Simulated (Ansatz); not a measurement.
## Dielectric function and optical constants of GaP

What colour and refractive index does GaP have at this level of theory?

Calculated with Ansatz 0.2.0; DFT, PBE, plane-wave PAW, default files, scalar-relativistic, independent-particle optical response without local fields.

This is a report of a sequence of runs, with most program output left out.

**1. Starting point**

It takes space group F-43m (No. 216, cubic). The conventional cell has a = 5.451 Å, b = 5.451 Å, c = 5.451 Å, α = 90.00°, β = 90.00°, γ = 90.00°. Ga has 4 P at 2.36 Å nearest. Nearest to P lie 4 Ga at 2.36 Å. Farther neighbours are not listed.

**2. Ground state and bands**

The self-consistent density comes first; it also tells whether there is a gap, which decides the occupations and the need for a Drude term.

This step: DFT, PBE, plane-wave PAW, default files, scalar-relativistic, ground state (Ansatz 0.2.0).

input.yaml

```yaml
crystal:
  lattice:
    - [0.0, 2.72525, 2.72525]
    - [2.72525, 0.0, 2.72525]
    - [2.72525, 2.72525, 0.0]
  atoms:
    - { symbol: Ga, position: [0.0, 0.0, 0.0] }
    - { symbol: P, position: [0.75, 0.75, 0.75] }
kpoints:
  mp_grid: { grid: [7, 7, 7] }
  band_path:
    path:
      - [[0.0, 0.0, 0.0], [0.5, 0.0, 0.5], [0.5, 0.25, 0.75], [0.375, 0.375, 0.75], [0.0, 0.0, 0.0], [0.5, 0.5, 0.5], [0.625, 0.25, 0.625], [0.5, 0.25, 0.75], [0.5, 0.5, 0.5], [0.375, 0.375, 0.75]]
      - [[0.625, 0.25, 0.625], [0.5, 0.0, 0.5]]
    npoints: 6
scf:
  occupations: { method: fermi_dirac, width: 0.05 }
  n_extra_bands: 6
hamiltonian:
  xc: pbe
  pseudopotentials: { kind: paw }
output:
  forces: true
  stress: true
  populations: true
  write_bands: true
  write_density: true
  write_potential: true
  elf: true
  volumetric_format: npy
```

On the command line:

```console
> ansatz run input.yaml --threads 4 --pin off --max-ram 8192MiB --backend cpu --events-out ev --progress --plain --runs-dir out
```

It took 1.6 s on 4 threads of Arm Neoverse V1, shared host; peak memory 0.31 GiB.

Read-outs, printed or worked out from the files:

| Quantity | Value |
| --- | --- |
| free energy | -4539.5442 eV |
| Fermi energy | 7.864 eV |
| gap by band count | 1.591 eV |
| electrons | 18 |
| symmetry operations | 24 |
| pressure | 2.510 GPa |
| volume | 40.48 Å³ |
| gap on the path | 1.592 eV |
| least direct gap on the path | 1.828 eV |

There is a gap, 1.59 eV on the path, so no carriers' term is needed. The cell is left with a pressure of 2.5 GPa, as it stands unrelaxed at this level.

Electronic bands along the path, in eV, zero at the Fermi level; v1 is the highest filled band, c1 the lowest empty one:

| point | v4 | v3 | v2 | v1 | c1 | c2 | c3 | c4 |
| --- | --- | --- | --- | --- | --- | --- | --- | --- |
| Γ | -13.27 | -0.78 | -0.78 | -0.78 | 1.05 | 3.11 | 3.11 | 3.11 |
| halfway | -12.23 | -4.45 | -2.46 | -2.46 | 1.41 | 2.94 | 5.96 | 5.96 |
| X | -10.30 | -7.53 | -3.46 | -3.46 | 0.88 | 1.05 | 9.80 | 9.80 |
| halfway | -10.26 | -7.43 | -3.94 | -3.87 | 1.99 | 2.17 | 7.71 | 7.80 |
| W | -10.21 | -7.33 | -4.35 | -4.20 | 3.92 | 4.09 | 5.33 | 5.37 |
| halfway | -10.28 | -7.32 | -4.60 | -3.58 | 2.39 | 4.08 | 6.19 | 6.57 |
| K | -10.34 | -7.32 | -4.71 | -3.03 | 1.41 | 4.02 | 7.45 | 7.48 |
| halfway | -12.13 | -5.02 | -3.22 | -1.44 | 2.51 | 4.21 | 4.22 | 5.09 |
| Γ | -13.27 | -0.78 | -0.78 | -0.78 | 1.05 | 3.11 | 3.11 | 3.11 |
| halfway | -12.49 | -4.65 | -1.44 | -1.44 | 1.38 | 3.96 | 3.96 | 5.57 |
| L | -11.20 | -7.41 | -1.89 | -1.89 | 0.90 | 3.94 | 3.94 | 7.50 |
| halfway | -10.89 | -7.23 | -3.74 | -2.39 | 2.00 | 4.12 | 5.17 | 7.02 |
| U | -10.34 | -7.32 | -4.71 | -3.03 | 1.41 | 4.02 | 7.45 | 7.48 |
| halfway | -10.28 | -7.32 | -4.60 | -3.58 | 2.39 | 4.08 | 6.19 | 6.57 |
| W | -10.21 | -7.33 | -4.35 | -4.20 | 3.92 | 4.09 | 5.33 | 5.37 |
| halfway | -10.80 | -7.19 | -3.97 | -2.71 | 2.68 | 3.52 | 5.67 | 7.13 |
| L | -11.20 | -7.41 | -1.89 | -1.89 | 0.90 | 3.94 | 3.94 | 7.50 |
| halfway | -10.89 | -7.23 | -3.74 | -2.39 | 2.00 | 4.12 | 5.17 | 7.02 |
| K | -10.34 | -7.32 | -4.71 | -3.03 | 1.41 | 4.02 | 7.45 | 7.48 |
| jump to U | -10.34 | -7.32 | -4.71 | -3.03 | 1.41 | 4.02 | 7.45 | 7.48 |
| halfway | -10.28 | -7.48 | -4.01 | -3.35 | 1.07 | 1.98 | 8.74 | 8.88 |
| X | -10.30 | -7.53 | -3.46 | -3.46 | 0.88 | 1.05 | 9.80 | 9.80 |

ELF in the ac plane of a cell with a along [110], b along [-110] and c along [001] of the cube at fractional y = 0.000, with atoms of Ga and P within 0.2 Å of it. It is the smooth field of the valence electrons, not physical close to the nuclei.

Values, 8 rows by 16 columns, each cell a mean:
```
0.11 0.21 0.24 0.22 0.20 0.24 0.24 0.13 0.11 0.21 0.24 0.22 0.20 0.24 0.24 0.13
0.25 0.21 0.11 0.03 0.02 0.08 0.18 0.24 0.25 0.21 0.11 0.03 0.02 0.08 0.18 0.24
0.11 0.07 0.03 0.03 0.03 0.03 0.05 0.10 0.11 0.07 0.03 0.03 0.03 0.03 0.05 0.10
0.02 0.03 0.12 0.26 0.29 0.17 0.05 0.02 0.02 0.03 0.12 0.26 0.29 0.17 0.05 0.02
0.04 0.21 0.52 0.70 0.72 0.61 0.32 0.07 0.04 0.21 0.52 0.70 0.72 0.61 0.32 0.07
0.20 0.54 0.71 0.29 0.18 0.61 0.65 0.29 0.20 0.54 0.71 0.29 0.18 0.61 0.65 0.29
0.26 0.55 0.85 0.54 0.39 0.82 0.70 0.32 0.26 0.55 0.85 0.54 0.39 0.82 0.70 0.32
0.11 0.23 0.56 0.72 0.71 0.66 0.33 0.10 0.11 0.23 0.56 0.72 0.71 0.66 0.33 0.10
```

Electrostatic potential energy in the ac plane of a cell with a along [110], b along [-110] and c along [001] of the cube at fractional y = 0.000, with atoms of Ga and P within 0.2 Å of it. With pseudopotentials it is smooth inside the atoms' cores, unlike the true potential.

Ten even steps from '_' (-55 eV) to '@' (11 eV), each cell a mean:
```
****##@@@@@@@@@@%%**++****##@@@@@@@@@@%%**++
****%%@@@@@@@@@@%%##******%%@@@@@@@@@@%%##**
%%%%@@@@@@@@@@@@@@%%%%%%%%@@@@@@@@@@@@@@%%%%
@@@@@@@@@@@@@@@@@@@@@@@@@@@@@@@@@@@@@@@@@@@@
@@@@@@@@@@@@@@@@@@@@@@@@@@@@@@@@@@@@@@@@@@@@
@@@@@@@@@@@@@@@@@@@@@@@@@@@@@@@@@@@@@@@@@@@@
@@@@@@@@@@@@@@@@@@@@@@@@@@@@@@@@@@@@@@@@@@@@
@@@@@@@@@@@@@@@@@@@@@@@@@@@@@@@@@@@@@@@@@@@@
@@@@@@@@%%##%%%%@@@@@@@@@@@@@@%%##%%%%@@@@@@
@@@@@@%%==::--**%%@@@@@@@@@@%%==::--**%%@@@@
@@@@@@**..____--%%@@@@@@@@@@**..____--%%@@@@
@@@@%%**..____--%%@@@@@@@@%%**..____--%%@@@@
####%%##==::--**%%%%######%%##==::--**%%%%##
****##%%%%####%%%%********##%%%%####%%%%****
**++**%%@@@@@@@@##******++**%%@@@@@@@@##****
```

**3. Spectrum**

With the density converged, the vertical transitions are summed over the zone.

This step: DFT, PBE, plane-wave PAW, default files, scalar-relativistic, independent-particle optical response without local fields (Ansatz 0.2.0).

input.yaml, the sections that differ from step 2:

```yaml
kpoints:
  mp_grid: { grid: [7, 7, 7] }
scf:
  occupations: { method: fixed }
output:
  optics:
    e_range: [0, 22]
    de: 0.05
    sigma: 0.2
    nscf_kmesh: { grid: [12, 12, 12] }
    bands: { spectra_wanted_up_to: 22 }
# crystal, hamiltonian: as in step 2
```

The job ended after 8.3 s (4 threads; peak memory 0.58 GiB).

Numbers from this step:

- electronic dielectric constant ε∞, mean over x, y and z (by symmetry where fewer were run): 10.90
- absorption onset, first axis (α over 10⁴ cm⁻¹, or the direct gap if that lies higher): 1.903 eV
- main peak of Im epsilon, first axis: 4.480 eV
- centre of weight of the strongest loss peak in the window: 15.97 eV
- photocurrent from vertical transitions in a film 500 nm thick on a perfect mirror (two passes), AM1.5G, no front reflection, all carriers collected: 16.75 mA/cm²
- least direct gap on the mesh: 1.828 eV
- bands summed: 34
- spectra valid up to: 33.75 eV
- program's estimate of the k-sum error in Im epsilon: 0.09 %
- electrons in the f-sum: 9.008

Table of Im ε, any direction by photon energy; read off at these points:

| photon energy (eV) | Im ε, any direction |
| --- | --- |
| 1.5 | 0.00313 |
| 2.0 | 0.604 |
| 2.5 | 2.14 |
| 3.0 | 12.9 |
| 3.5 | 11.2 |
| 4.0 | 17.9 |
| 4.5 | 34.1 |
| 5.0 | 14.6 |
| 5.5 | 11.9 |
| 6.0 | 10.4 |
| 6.5 | 6.56 |
| 7.0 | 4.59 |
| 7.5 | 3.36 |
| 8.0 | 2.62 |
| 8.5 | 2.58 |
| 9.0 | 2.15 |
| 9.5 | 1.62 |
| 10.0 | 1.48 |
| 10.5 | 1.11 |
| 11.0 | 0.901 |
| 11.5 | 0.726 |
| 12.0 | 0.595 |
| 12.5 | 0.544 |
| 13.0 | 0.427 |
| 13.5 | 0.361 |
| 14.0 | 0.323 |
| 14.5 | 0.275 |
| 15.0 | 0.228 |
| 15.5 | 0.183 |
| 16.0 | 0.188 |
| 16.5 | 0.210 |
| 17.0 | 0.226 |
| 17.5 | 0.240 |
| 18.0 | 0.176 |
| 18.5 | 0.198 |
| 19.0 | 0.259 |
| 19.5 | 0.190 |
| 20.0 | 0.205 |
| 20.5 | 0.193 |
| 21.0 | 0.147 |
| 21.5 | 0.118 |
| 22.0 | 0.120 |

Table of Re ε, any direction by photon energy:

| photon energy (eV) | Re ε, any direction |
| --- | --- |
| 0 | 10.9 |
| 1 | 11.6 |
| 2 | 14.8 |
| 3 | 17.3 |
| 4 | 17.2 |
| 5 | -7.13 |
| 6 | -7.39 |
| 7 | -5.43 |
| 8 | -3.51 |
| 9 | -2.85 |
| 10 | -2.13 |
| 11 | -1.59 |
| 12 | -1.09 |
| 13 | -0.754 |
| 14 | -0.439 |
| 15 | -0.228 |
| 16 | 0.0265 |
| 17 | 0.181 |
| 18 | 0.241 |
| 19 | 0.332 |
| 20 | 0.394 |
| 21 | 0.398 |
| 22 | 0.499 |

Table of loss function −Im 1/ε at q → 0, any direction by energy loss; read off at these points:

energy loss (eV), loss function −Im 1/ε at q → 0, any direction and a bar:
```
      1.0       0.00 
      2.0       0.00 
      3.0       0.03 
      4.0       0.03 
      5.0       0.06 
      6.0       0.06 
      7.0       0.09 #
      8.0       0.14 #
      9.0       0.17 #
     10.0       0.22 #
     11.0       0.27 ##
     12.0       0.39 ##
     13.0       0.57 ###
     14.0       1.09 ######
     15.0       2.19 ############
     15.8       5.35 ##############################
     16.0       5.21 #############################
     17.0       2.69 ###############
     18.0       1.98 ###########
     19.0       1.46 ########
     20.0       1.04 ######
     21.0       0.82 #####
     22.0       0.45 ###
```

The refractive index n and extinction k by photon energy:

| photon energy (eV) | n | k |
| --- | --- | --- |
| 0.0 | 3.30 | 0 |
| 0.5 | 3.33 | 0 |
| 1.0 | 3.4 | 0 |
| 1.5 | 3.55 | 4.4e-4 |
| 2.0 | 3.84 | 0.0786 |
| 2.5 | 4.35 | 0.247 |
| 3.0 | 4.41 | 1.46 |
| 3.5 | 4.04 | 1.39 |
| 4.0 | 4.58 | 1.95 |
| 4.5 | 4.27 | 3.99 |
| 5.0 | 2.14 | 3.42 |
| 5.5 | 2.08 | 2.87 |
| 6.0 | 1.64 | 3.17 |
| 6.5 | 1.18 | 2.78 |
| 7.0 | 0.917 | 2.51 |
| 7.5 | 0.755 | 2.23 |
| 8.0 | 0.660 | 1.99 |
| 8.5 | 0.723 | 1.78 |
| 9.0 | 0.600 | 1.79 |
| 9.5 | 0.503 | 1.61 |
| 10.0 | 0.481 | 1.54 |
| 10.5 | 0.392 | 1.42 |
| 11.0 | 0.345 | 1.31 |
| 11.5 | 0.305 | 1.19 |
| 12.0 | 0.276 | 1.08 |
| 12.5 | 0.275 | 0.989 |
| 13.0 | 0.237 | 0.900 |
| 13.5 | 0.228 | 0.793 |
| 14.0 | 0.230 | 0.702 |
| 14.5 | 0.221 | 0.620 |
| 15.0 | 0.218 | 0.525 |
| 15.5 | 0.239 | 0.382 |
| 16.0 | 0.329 | 0.286 |
| 16.5 | 0.418 | 0.251 |
| 17.0 | 0.485 | 0.233 |
| 17.5 | 0.485 | 0.248 |
| 18.0 | 0.519 | 0.169 |
| 18.5 | 0.591 | 0.167 |
| 19.0 | 0.614 | 0.211 |
| 19.5 | 0.600 | 0.159 |
| 20.0 | 0.648 | 0.159 |
| 20.5 | 0.630 | 0.153 |
| 21.0 | 0.641 | 0.115 |
| 21.5 | 0.679 | 0.0870 |
| 22.0 | 0.711 | 0.0841 |

Values under 1 per cm are given as 1. Table of absorption coefficient, any direction by photon energy:

photon energy (eV), log10 absorption coefficient, any direction (1/cm) and a bar:
```
     0.00        0.0 
     1.00        0.0 
     2.00        4.2 ####################
     3.00        5.6 ###########################
     4.00        5.9 ############################
     5.00        6.2 ##############################
     6.00        6.3 ##############################
     7.00        6.2 ##############################
     8.00        6.2 ##############################
     9.00        6.2 ##############################
    10.00        6.2 ##############################
    11.00        6.2 #############################
    12.00        6.1 #############################
    13.00        6.1 #############################
    14.00        6.0 #############################
    15.00        5.9 ############################
    16.00        5.7 ###########################
    17.00        5.6 ###########################
    18.00        5.5 ##########################
    19.00        5.6 ###########################
    20.00        5.5 ##########################
    21.00        5.4 ##########################
    22.00        5.3 #########################
```

Optical constants at common wavelengths, from n + ik = √ε:

| wavelength (nm) | n | k | R (%) | 1/α |
| --- | --- | --- | --- | --- |
| 1550 | 3.36 | 0.000 | 29.3 | over 1 mm |
| 800 | 3.58 | 0.001 | 31.7 | 57 µm |
| 633 | 3.82 | 0.067 | 34.2 | 749 nm |
| 532 | 4.10 | 0.161 | 37.0 | 262 nm |
| 308 | 4.60 | 2.000 | 47.9 | 12 nm |
| 248 | 2.14 | 3.422 | 60.3 | 5.8 nm |
| 193 | 1.22 | 2.828 | 62.2 | 5.4 nm |

Rows near the edge hang on the gap, which this functional as a rule makes too small, and phonon-assisted absorption is left out.

Through 1 µm of it, D65 light comes out orange, dark (x = 0.609, y = 0.388; 3 % transmitted). A larger true gap would move the edge to shorter wavelengths and change the colour.

The f-sum over the summed bands holds 9.0 of the cell's 18 electrons outside the frozen cores, 10 of which lie in bands more than 12 eV below the Fermi level, whose transitions come at higher energies. Up to 22 eV the strength has a mean oscillator energy of 5.1 eV, close to the main peak.

**4. Static response with local fields**

A static field by perturbation theory: the induced potential is included, and the Born charges come with it.

This step: DFT, PBE, plane-wave PAW, default files, scalar-relativistic, static field response by perturbation theory with local fields (Ansatz 0.2.0).

input.yaml, the sections that differ from step 3:

```yaml
dielectric: {}
# crystal, kpoints, scf, hamiltonian: as in step 3
# output: removed
```

The job ended after 10 s (4 threads; peak memory 0.51 GiB).

Read-outs, printed or worked out from the files:

| Quantity | Value |
| --- | --- |
| electronic dielectric constant ε∞, mean over x, y and z (by symmetry where fewer were run) | 10.37 |

ε∞ with local fields:

```
10.37  0.00  0.00
 0.00 10.37  0.00
 0.00  0.00 10.37
```

Diagonal elements. Born, by row:

| atom | Z*xx (e) | Z*yy (e) | Z*zz (e) |
| --- | --- | --- | --- |
| Ga1 | 2.148 | 2.148 | 2.148 |
| P2 | -2.148 | -2.148 | -2.148 |

Mean Born charges are Ga +2.15 and P -2.15, against formal valences of +3 and -3. They fall short of the ionic values, as in covalent bonds.

**5. What came out**

| Item | Value |
| --- | --- |
| gap on the path | 1.59 eV |
| least direct gap on the path | 1.83 eV |
| electronic dielectric constant ε∞, mean over x, y and z (by symmetry where fewer were run) (independent particles) | 10.9 |
| absorption onset, first axis (α over 10⁴ cm⁻¹, or the direct gap if that lies higher) | 1.90 eV |
| main peak of Im epsilon, first axis | 4.48 eV |
| centre of weight of the strongest loss peak in the window, first axis | 16.0 eV |
| photocurrent from vertical transitions in a film 500 nm thick on a perfect mirror (two passes), AM1.5G, no front reflection, all carriers collected | 16.8 mA/cm² |
| electronic dielectric constant ε∞, mean over x, y and z (by symmetry where fewer were run) (static response with local fields) | 10.4 |

What this shows: At this level (PBE, independent particles) GaP has ε∞ = 10.9 (10.4 with local fields) and n = 3.36 at 1550 nm; absorption sets in near 1.9 eV, and Im ε peaks at 4.5 eV. The gap is indirect (1.59 eV), so absorption without phonons can begin only at the direct gap of 1.83 eV. The absorption coefficient passes 10⁴ cm⁻¹ at 1.90 eV, inside the visible range. The strongest loss structure up to 22 eV has its centre of weight at 16.0 eV; a free-electron gas of the 9.0 electrons in the f-sum would put its plasmon at 17.5 eV. Distinct maxima of Im ε, read by a parabola through the highest points, lie at 3.04 eV (13) and 4.48 eV (34). The f-sum over the summed bands holds 9.0 of the cell's 18 electrons outside the frozen cores, 10 of which lie in bands more than 12 eV below the Fermi level, whose transitions come at higher energies. Up to 22 eV the strength has a mean oscillator energy of 5.1 eV, close to the main peak. Through 1 µm of it, D65 light comes out orange, dark (x = 0.609, y = 0.388; 3 % transmitted). A larger true gap would move the edge to shorter wavelengths and change the colour. With local fields and the functional's kernel the static response is 10.4 against 10.9 for independent particles (-5 %). In the base spectrum excitons and phonon-assisted transitions are missing, and so are local fields; PBE gaps are as a rule too small, which pulls the onset down and ε∞ up. In the base run ε includes the program's bounded estimate of what the bands above those summed add.

[Logs are printed without paths, hosts, clocks, repeated set-up lines and the standing remarks that a program may print on its own settings, such as how far it seeks lower states.]

[Hosts, paths, dates, database ids (printed as entryN), source tags and the programs' standing remarks are cut or masked in the printed files.]
